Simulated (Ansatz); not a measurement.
# ρ(T) of TePd (P6_3/mmc) in two numbers

Can the computed ρ(T) of TePd (P6_3/mmc) be held by the Bloch–Grüneisen form, and does the fit predict a row it has not seen?

The resistivities were computed with Ansatz 0.2.0 (DFT PBEsol, scalar-relativistic, plane waves, PAW; PAW set soft_1) from the linearised Boltzmann equation with harmonic phonons, on q 3×3×2, k 15×15×10, scattering 24×24×12; the fit below is done by hand on them.

## (1) Computed resistivities

Symmetry: P6_3/mmc, No. 194, hexagonal system. Conventional cell: a = 4.157 Å, b = 4.157 Å, c = 5.612 Å, α = 90.00°, β = 90.00°, γ = 120.00°. Te on site c has 6 Pd at 2.78 Å as nearest neighbours. Around Pd on site a lie 6 Te at 2.78 Å and 2 Pd at 2.81 Å.

This is the relaxed cell of the run, from steps not shown here.

The mean resistivity of the three axes from 50 to 800 K, with one row held back; the colder rows stay outside the fit and test it at the end:

```csv
T (K),ρ (μΩ cm)
50,2.270
80,5.082
100,6.917
150,11.26
200,15.36
273,21.02
300,23.05
400,?
500,37.37
600,44.24
800,57.73
```

## (2) The fit

Bloch and Grüneisen's form is ρ(T) = A (T/Θ)⁵ J₅(Θ/T), with J₅(z) the integral of x⁵/((eˣ − 1)(1 − e⁻ˣ)) from 0 to z. It goes as T⁵ far below Θ and as A T/(4Θ) far above. For a trial Θ the best A is the geometric mean of ρ/[(T/Θ)⁵ J₅] over the rows, and the scatter of that ratio measures the fit:

```
Θ (K)  A (μΩ cm)  scatter (%)
   94      27.18          9.9
  126      37.46          6.1
  142      42.93          4.2
  158      48.64          3.2
  174      54.64          4.4
  198      64.22          8.3
  236      81.03         16.1
```

The scatter is least at Θ = 158 K, with A = 48.64 μΩ cm (3.2 % r.m.s.).

| T (K) | computed | fit |
| --- | --- | --- |
| 50 | 2.270 | 2.317 |
| 80 | 5.082 | 4.997 |
| 100 | 6.917 | 6.722 |
| 150 | 11.26 | 10.86 |
| 200 | 15.36 | 14.87 |
| 273 | 21.02 | 20.63 |
| 300 | 23.05 | 22.74 |
| 500 | 37.37 | 38.27 |
| 600 | 44.24 | 46.00 |
| 800 | 57.73 | 61.44 |

## (3) The row held back

At T = 400 K, Θ/T = 0.395, J₅ = 0.006034 and (T/Θ)⁵ = 104.0, so the fit gives 30.52 μΩ cm. The computed value is 30.33 μΩ cm: the fit is off by +0.65 %. Outside its range, at 20 K, it gives 0.159 against 0.186 μΩ cm computed, 0.85 times that; at that temperature the run's own test moves by 7 % between meshes in the component that moves most. Among the rows used, the largest miss is +6.4 %, at 800 K.

## (4) What the two numbers mean

Θ = 158 K is 1.41 times ħω_log/k_B (112 K) and 0.56 of the highest phonon frequency (282 K). The high-temperature slope of the fit, A/(4Θ), is 0.0770 μΩ cm/K. The same slope from the run's transport coupling and plasma energy, 2π k_B λ_tr/(ħ ε₀ ω_p²) with λ_tr = 0.643, 0.643, 0.697 (xx, yy, zz) and ħω_p = 5.33, 5.33, 6.68 (xx, yy, zz) eV, is 0.0818 μΩ cm/K in the mean of the axes, +6.3 % from it. For comparison, the computed rows rise by 0.0674 μΩ cm/K between the two hottest.

## (5) Outcome

```
Θ                                            : 158 K
A                                            : 48.64 μΩ cm
scatter of the fit                           : 3.2 %
held-back row at 400 K, fit against computed : 30.52 against 30.33 μΩ cm
```

Two numbers, Θ = 158 K and A = 48.6 μΩ cm, hold the computed ρ(T) from 50 to 800 K within 3.22 % r.m.s. and predict the held-back row within 0.65 %. The misses are not random: the largest is +6.4 %, at 800 K. By the run's own test the resistivity at 300 K moves by 7 % between its two finest scattering meshes, in the component that moves most. The mean hides an anisotropy: at 300 K the components are 25.9, 25.9, 17.4 (xx, yy, zz) μΩ cm. The fit describes the calculation: impurities, thermal expansion, changes of phase and anharmonicity are in neither.

[Logs are printed without paths, hosts, clocks, repeated set-up lines and the standing remarks that a program may print on its own settings, such as how far it seeks lower states.]

[Hosts, paths, dates, database ids (printed as entryN), source tags and the programs' standing remarks are cut or masked in the printed files.]
